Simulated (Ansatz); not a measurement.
# BaTiO3 (Barioperovskite): how G0W0 depends on its starting point

How much of the starting functional survives in the G0W0 gap of BaTiO3 (Barioperovskite)?

Main program and level: Ansatz 0.2.0; G0W0 on several functionals, plane waves, PAW.

### 1. The structure

It takes space group Amm2 (No. 38, orthorhombic). The conventional cell has a = 3.986 Å, b = 5.674 Å, c = 5.690 Å, α = 90.00°, β = 90.00°, γ = 90.00°. Ba has 12 O at 2.77 to 2.92 Å nearest. Nearest to Ti lie 6 O at 1.93 to 2.09 Å. O has 2 Ti at 2.00 Å and 4 Ba at 2.77 to 2.92 Å nearest. Nearest to O lie 2 Ti at 1.93 to 2.09 Å and 4 Ba at 2.81 to 2.84 Å. Farther neighbours and most contacts between anions are not listed.

The cell and positions come from the Crystallography Open Database and are kept as given unless a step says otherwise. Spin-orbit coupling is left out unless a step names it.

### 2. G0W0 on LDA

G0W0 replaces the xc potential by the self-energy, built once from these orbitals. Only a window of levels is corrected, while the sums run over the empty bands that the input names. This step takes hard PAW files.

This step: G0W0 on LDA, plane waves, PAW.

input.yaml

```yaml
crystal:
  lattice:
    - [3.9855, 0.0, 0.0]
    - [0.0, 2.8369, 2.84515]
    - [0.0, -2.8369, 2.84515]
  atoms:
    - { symbol: Ba, position: [0.0, 0.0, 0.0] }
    - { symbol: Ti, position: [0.5, 0.5124, 0.5124] }
    - { symbol: O, position: [0.0, 0.4874, 0.4874] }
    - { symbol: O, position: [0.5, 0.50524, 0.99184] }
    - { symbol: O, position: [0.5, 0.99184, 0.50524] }
kpoints:
  mp_grid: { grid: [6, 6, 6] }
hamiltonian:
  xc: lda
  pseudopotentials: { kind: paw, source: ansatz }
scf:
  occupations: { method: fixed }
gw:
  n_empty_bands: 382
  ecut_chi: 190.0
  qp_bands: [v2, c2]
  qp_kpoints: band_edges
  screening: { model: contour_deformation }
```

Command:

```console
ansatz run input.yaml --threads 4 --pin off --max-ram 138240MiB --backend cuda --events-out ev --progress --plain --runs-dir out --devices 1 --max-vram 26GiB
```

Numbers of over 12 decimals in the logs are rounded to 6 here.

The log of the run:

```text
GPUs: using 1 of 1 available (devices: 1).
Engine: ansatz 0.2.0, x86_64-unknown-linux-gnu
Pseudopotentials: kind: paw
Pseudopotential: Ba, paw, valence charge 10, recommended cutoff 300 eV (normal), Ba.paw.azcp
Pseudopotential: Ti, paw, valence charge 12, recommended cutoff 740 eV (normal), Ti.paw.azcp
Pseudopotential: O, paw, valence charge 6, recommended cutoff 930 eV (normal), O.paw.azcp
Functional definition: SPW92
  exchange = slater_x
  correlation = pw_c
device memory: the entry about to start is reckoned to put 3.1 GiB on a device that reports 41.0 GiB free (of which the cap on the GPU budget leaves the run 26.0 GiB)
GPU FFT provider: cuFFT
GPU libraries: cuBLAS 13.8.2, cuFFT 12.4.0, cuSOLVER 12.3.4
Crystal: 5 atoms, lattice volume = 64.337 Å³
Basis set: ecut = 930 eV, 4123 PW (Γ)
Bands: 25, of which v1, the nominal top of the filled ones, is band 20 counted from 1 (19 counted from 0)
Symmetry: 4 space group operations
Space group: Amm2 (ITA 38), of the structure as read, at distance tolerance 4.0e-5 Å
k-points: 52 of 216 (time reversal used)
Non-local potential: Ba, projectors of the file, l = 0: 3, l = 1: 2, l = 2: 2, l = 3: 2
Non-local potential: Ti, projectors of the file, l = 0: 2, l = 1: 2, l = 2: 2, l = 3: 1
Non-local potential: O, projectors of the file, l = 0: 2, l = 1: 2, l = 2: 1
PAW form: soft (Blöchl's): semilocal exchange-correlation on the pseudo side does not see the compensation charge
PAW frozen core: Ba, regenerated for the run's functional, and the local potential with it (the file was generated under x = pbe(κ = 0.804, μ = 0.219515), c = pbe(β = 0.066725))
PAW frozen core: Ti, regenerated for the run's functional, and the local potential with it (the file was generated under x = pbe(κ = 0.804, μ = 0.219515), c = pbe(β = 0.066725))
PAW frozen core: O, regenerated for the run's functional, and the local potential with it (the file was generated under x = pbe(κ = 0.804, μ = 0.219515), c = pbe(β = 0.066725))
PAW one-centre angular grid: Ba, 194 points (default); XC on 64 Gauss nodes
PAW one-centre angular grid: Ti, 590 points (default); XC on 64 Gauss nodes
PAW one-centre angular grid: O, 110 points (default); XC on 64 Gauss nodes
Initial density: superposition of atomic densities (chi_scale 0.1, normalization cell, long waves kept (reshape's long-wave potential 0.00 eV rms))
Initial wavefunctions: pseudopotential atomic-orbital guess
GPU buffer pool allocated for 91125 grid points (all kernels)
GPU transforms: local potential and band sums: pruned to the plane-wave sphere, on 45×45×45
Functional: x = slater, c = lda
SCF iter   1: F=—  HF=-9892.498740 eV  |F-HF|=—  |Δ(HF+E_count)|=         —  Δρ=8.99e-2  dr2=6.92e0  ethr=3.10e-3  ⟨swp⟩=4.1  Hψ=5162  notcnv=0  defer=78
preconditioner: auto → Resta (q_TF=auto, 2.521 Å⁻¹)  ε∞=5.1  [insulator: Δε(μ)=3.882 eV  Ē_g=12.516 eV  n_scr=18 (ndim 8)  ℏωp=25.4 eV  f_vac=0.002  ε∞_Penn≈5.1]
SCF iter   2: F=—  HF=-9890.658295 eV  |F-HF|=—  |Δ(HF+E_count)|=    1.84e0  Δρ=4.94e-2  dr2=9.66e-1  ethr=3.10e-3  ⟨swp⟩=3.5  Hψ=3147  notcnv=0  defer=105
SCF iter   3: F=—  HF=-9890.407642 eV  |F-HF|=—  |Δ(HF+E_count)|=   2.51e-1  Δρ=2.02e-2  dr2=2.82e-1  ethr=2.42e-3  ⟨swp⟩=2.1  Hψ=2303  notcnv=0  defer=109
SCF iter   4: F=—  HF=-9890.337916 eV  |F-HF|=—  |Δ(HF+E_count)|=   6.97e-2  Δρ=8.79e-3  dr2=4.15e-2  ethr=7.05e-4  ⟨swp⟩=2.3  Hψ=1867  notcnv=0  defer=133
SCF iter   5: F=—  HF=-9890.330355 eV  |F-HF|=—  |Δ(HF+E_count)|=   7.56e-3  Δρ=3.79e-3  dr2=1.28e-2  ethr=1.04e-4  ⟨swp⟩=3.0  Hψ=3027  notcnv=0  defer=154
SCF iter   6: F=—  HF=-9890.327987 eV  |F-HF|=—  |Δ(HF+E_count)|=   2.37e-3  Δρ=9.13e-4  dr2=5.57e-4  ethr=3.20e-5  ⟨swp⟩=2.6  Hψ=1839  notcnv=0  defer=153
SCF iter   7: F=—  HF=-9890.327987 eV  |F-HF|=—  |Δ(HF+E_count)|=   8.49e-7  Δρ=9.23e-4  dr2=6.50e-4  ethr=1.39e-6  ⟨swp⟩=2.1  Hψ=1843  notcnv=0  defer=145
SCF iter   8: F=—  HF=-9890.327921 eV  |F-HF|=—  |Δ(HF+E_count)|=   6.57e-5  Δρ=6.24e-4  dr2=3.25e-4  ethr=1.39e-6  ⟨swp⟩=1.1  Hψ=1251  notcnv=0  defer=61
SCF iter   9: F=—  HF=-9890.327868 eV  |F-HF|=—  |Δ(HF+E_count)|=   5.34e-5  Δρ=2.16e-4  dr2=3.98e-5  ethr=8.12e-7  ⟨swp⟩=1.9  Hψ=1328  notcnv=0  defer=55
SCF iter  10: F=—  HF=-9890.327861 eV  |F-HF|=—  |Δ(HF+E_count)|=   7.00e-6  Δρ=1.88e-5  dr2=3.04e-7  ethr=9.96e-8  ⟨swp⟩=1.2  Hψ=1318  notcnv=0  defer=56
SCF iter  11: F=-9890.327861 eV  HF=-9890.327861 eV  |F-HF|=3.42e-10  |Δ(HF+E_count)|=   3.10e-8  Δρ=1.52e-6  dr2=5.76e-10  ethr=2.50e-10  ⟨swp⟩=9.8  Hψ=5289  notcnv=0
SCF 1 converged in 11 iterations: F = -9890.327861 eV  dr2 = 5.76e-10
  greatest PAW one-centre occupation: 0.927 electrons in one spin orbital (limit 2), on the Ti atom at site 1 (counted from 0), in its partial waves of l = 0
device memory: the entry about to start is reckoned to put 3.2 GiB (of the 3.6 GiB reckoned in all, the device holds 0.4 GiB already) on a device that reports 40.6 GiB free (of which the cap on the GPU budget leaves the run 25.6 GiB)
NSCF: frozen V_eff on 52 k-points, pencils in batches of 32, up to order 100
the band table was solved once the SCF had ended and its energy, with any forces and stress, was formed, with the checks that follow a solve (6032 applications of the Hamiltonian). They found nothing against the state; the energy, forces and stress were not computed again (output.eigenvalues in the input reference)
device memory: the entry about to start is reckoned to put 9.2 GiB on a device that reports 41.0 GiB free (of which the cap on the GPU budget leaves the run 26.0 GiB)
NSCF: frozen V_eff on 52 k-points
G₀W₀ screening: q 1/52
[... further progress lines ...]
device memory: the entry about to start is reckoned to put 0.7 GiB on a device that reports 67.3 GiB free (of which the cap on the GPU budget leaves the run 26.0 GiB)
NSCF: frozen V_eff on 1 k-points
device memory: the entry about to start is reckoned to put 0.6 GiB on a device that reports 67.3 GiB free (of which the cap on the GPU budget leaves the run 26.0 GiB)
NSCF: frozen V_eff on 1 k-points
SCF converged after 11 iterations
Free energy (F): -9890.327861 eV
Harris-Foulkes:  -9890.327861 eV  (|F-HF|=3.42e-10)
Internal energy: -9890.327861 eV  (E = F + TS)
E sigma→0 (E₀):  -9890.327861 eV
Fermi energy:    9.898255 eV
--- Per-component energies (eV) ---
  E_band       = -151.045629
  E_kinetic    = 1420.056079
  E_local      = -3005.781883  (includes V_loc(G=0)·N_el)
  E_nonlocal   = 657.479296
  E_hartree    = 831.641969
  E_xc         = -816.096518
  E_vxc        = -777.530146  (∫ρ·V_xc dr)
  E_paw        = -6163.267605  (= ΣΔE_a)
  E_vpaw       = -108.553077  (= ΣTr[D̂ρ^β])
  E_aug_tail   = 0.000048  (compensation charges beyond the density's cutoff)
  E_ewald      = -2815.256928
  E_core_change = 0.897681  (= ΣΔE_core)
  E_smearing   = -0.000000  (= −TS)
  E_closure    = -0.000000  (closes the sum)
  Σ components = -9890.327861   (vs F -9890.327861, Δ=0.00e0)
--- Band table (eV; the first three rows and the last of 52) ---
  k-point 0: bands = [... 16 lower, 8.7693, 9.5762, 9.6865, 9.7322, 11.7200, 11.7834, 11.9476, 14.0043, ... 1 higher]
  k-point 1: bands = [... 16 lower, 8.6122, 9.1142, 9.4378, 9.5617, 11.8417, 12.2498, 12.3233, 14.0393, ... 1 higher]
  k-point 2: bands = [... 16 lower, 8.2586, 8.3554, 9.2080, 9.2998, 11.9155, 13.0640, 13.1067, 14.0389, ... 1 higher]
  k-point 51: bands = [... 16 lower, 7.5566, 9.8500, 9.8883, 9.8983, 14.0839, 14.1260, 14.1374, 16.5574, ... 1 higher]
--- G₀W₀: contour deformation, 7 samples at zero and on the imaginary axis and 2 off it, 216 q-points, 382 empty bands' worth ---
  eigenvalues of the whole cell's RPA ε∞ on this k-mesh (on a slab, of 1 + 4πα/V) = 6.1936, 6.3050, 6.4234; static W/v taken at q = 0 is 0.158542
  gw.qp_kpoints: band_edges: 36 of 52 stored k-points solved, in 1 pass; an edge of the gap read off the rows below is read off those points alone
    valence top: of the k-points left out ik 17 came nearest to being solved in a further pass, in band 19 (counted from 1, as in the quasiparticle table): it holds the edge there only if its correction is more favourable than any solved in that band by at least 0.559 eV; those differ by 0.108 eV
    conduction bottom: of the k-points left out ik 27 came nearest to being solved in a further pass, in band 21 (counted from 1, as in the quasiparticle table): it holds the edge there only if its correction is more favourable than any solved in that band by at least 0.511 eV; those differ by 0.093 eV
    ik  band        ε_KS         Σx   Σc(E_QP)       V_xc       Z   E_QP_lin       E_QP  E_QP is
     0    19      9.6865   -25.8098     4.0251   -21.4055  0.7198     9.3045     9.3074  root
     0    20      9.7322   -25.9088     4.0776   -21.4463  0.7200     9.3443     9.3473  root
     0    21     11.7200   -12.6481    -6.6215   -20.5265  0.7328    13.0097    12.9768  root
     0    22     11.7834   -12.7710    -6.5178   -20.5334  0.7321    13.0605    13.0281  root
     1    19      9.4378   -25.2097     3.7810   -21.0823  0.7180     9.0889     9.0913  root
     1    20      9.5617   -25.6710     4.0258   -21.2699  0.7187     9.1835     9.1864  root
     1    21     11.8417   -12.9634    -6.5632   -20.7728  0.7300    13.1208    13.0878  root
     1    22     12.2498   -13.5469    -6.5125   -21.2734  0.7210    13.4979    13.4638  root
     2    19      9.2080   -25.3083     3.9881   -20.9443  0.7157     8.8290     8.8321  root
     2    20      9.2998   -25.6272     4.1583   -21.0729  0.7163     8.9004     8.9038  root
     2    21     11.9155   -13.0960    -6.6653   -21.0231  0.7272    13.2121    13.1773  root
     2    22     13.0640   -14.3859    -6.9635   -22.5562  0.6980    14.3149    14.2709  root
     3    19      9.1073   -25.3877     4.0979   -20.8966  0.7149     8.7106     8.7140  root
     3    20      9.1881   -25.6738     4.2534   -21.0080  0.7154     8.7720     8.7758  root
     3    21     11.9480   -13.1515    -6.7290   -21.1520  0.7257    13.2553    13.2194  root
     3    22     13.4440   -14.7001    -7.2961   -23.2009  0.6850    14.7007    14.6487  root
     4    19      9.2351   -24.9693     3.7161   -20.9168  0.7172     8.8963     8.8987  root
     4    20      9.4400   -25.4745     4.1279   -20.9673  0.7128     9.0576     9.0608  root
     4    21     12.3015   -13.7624    -6.5685   -21.5474  0.7176    13.5531    13.5181  root
     4    22     12.3485   -13.7218    -6.5106   -21.4417  0.7195    13.5920    13.5578  root
     8    19      9.2646   -25.0588     3.7512   -20.9683  0.7171     8.9229     8.9253  root
     8    20      9.4169   -25.4542     4.1279   -20.9499  0.7125     9.0374     9.0406  root
     8    21     12.1813   -13.3888    -6.6260   -21.2477  0.7218    13.4493    13.4144  root
     8    22     12.4549   -14.0060    -6.5002   -21.7060  0.7156    13.6895    13.6547  root
[...]
50    19      9.5593   -25.2381     4.4468   -20.3873  0.7072     9.1514     9.1553  root
    50    20      9.6808   -25.4422     4.4621   -20.5894  0.7073     9.2867     9.2902  root
    50    21     13.7008   -14.5390    -7.5640   -23.3024  0.6790    14.9561    14.9002  root
    50    22     13.8379   -14.3324    -7.7957   -23.3315  0.6750    15.1000    15.0414  root
    51    19      9.8883   -25.7471     4.4652   -20.8967  0.7092     9.4998     9.5031  root
    51    20      9.8983   -25.7410     4.4564   -20.9020  0.7091     9.5125     9.5157  root
    51    21     14.0839   -14.6489    -7.9862   -23.8250  0.6647    15.3364    15.2738  root
    51    22     14.1260   -14.6780    -8.0625   -23.9302  0.6623    15.3808    15.3157  root
```

Elapsed: 3.8 min, on 1 × NVIDIA H100 80GB HBM3 (shared by 3 runs) with 4 threads of AMD EPYC 7R13 (Zen 3), shared host; peak memory 4 GiB; 7.4 min of CPU time.

Numbers from this step:

```
bands summed                                 : 402
RPA ε∞ on this mesh (eigenvalues)            : 6.194, 6.305, 6.423
plane waves in the screening matrix          : 389
q-points in the mesh                         : 216
G0W0 gap on the mesh                         : 3.461 eV
k of the valence top                         : -0.5, -0.5, -0.5
k of the conduction bottom                   : 0, 0, 0
starting gap on the mesh                     : 1.822 eV
Z at the valence top                         : 0.7091
Z at the conduction bottom                   : 0.7328
least direct G0W0 gap on the computed points : 3.630 eV
```

The gap on the mesh goes from 1.82 eV to 3.46 eV, a correction of +1.64 eV. Between the two edge states, bare exchange in place of the xc potential would open the gap by 12.72 eV, and correlation takes back 11.08 eV.

[end of part 1 of 2]

[Paths, hosts, dates, memory and timing lines, banners, echoed tables and standing remarks are left out of the program output.]

[Logs are printed without paths, hosts, clocks, repeated set-up lines and the standing remarks that a program may print on its own settings, such as how far it seeks lower states.]

[Runs of the session that timed out or met a known fault of the program may be left out.]

[Cells called generated may have been cut or substituted from an entry of the Crystallography Open Database or the Materials Project.]

[Hosts, paths, dates, database ids (printed as entryN), source tags and the programs' standing remarks are cut or masked in the printed files.]
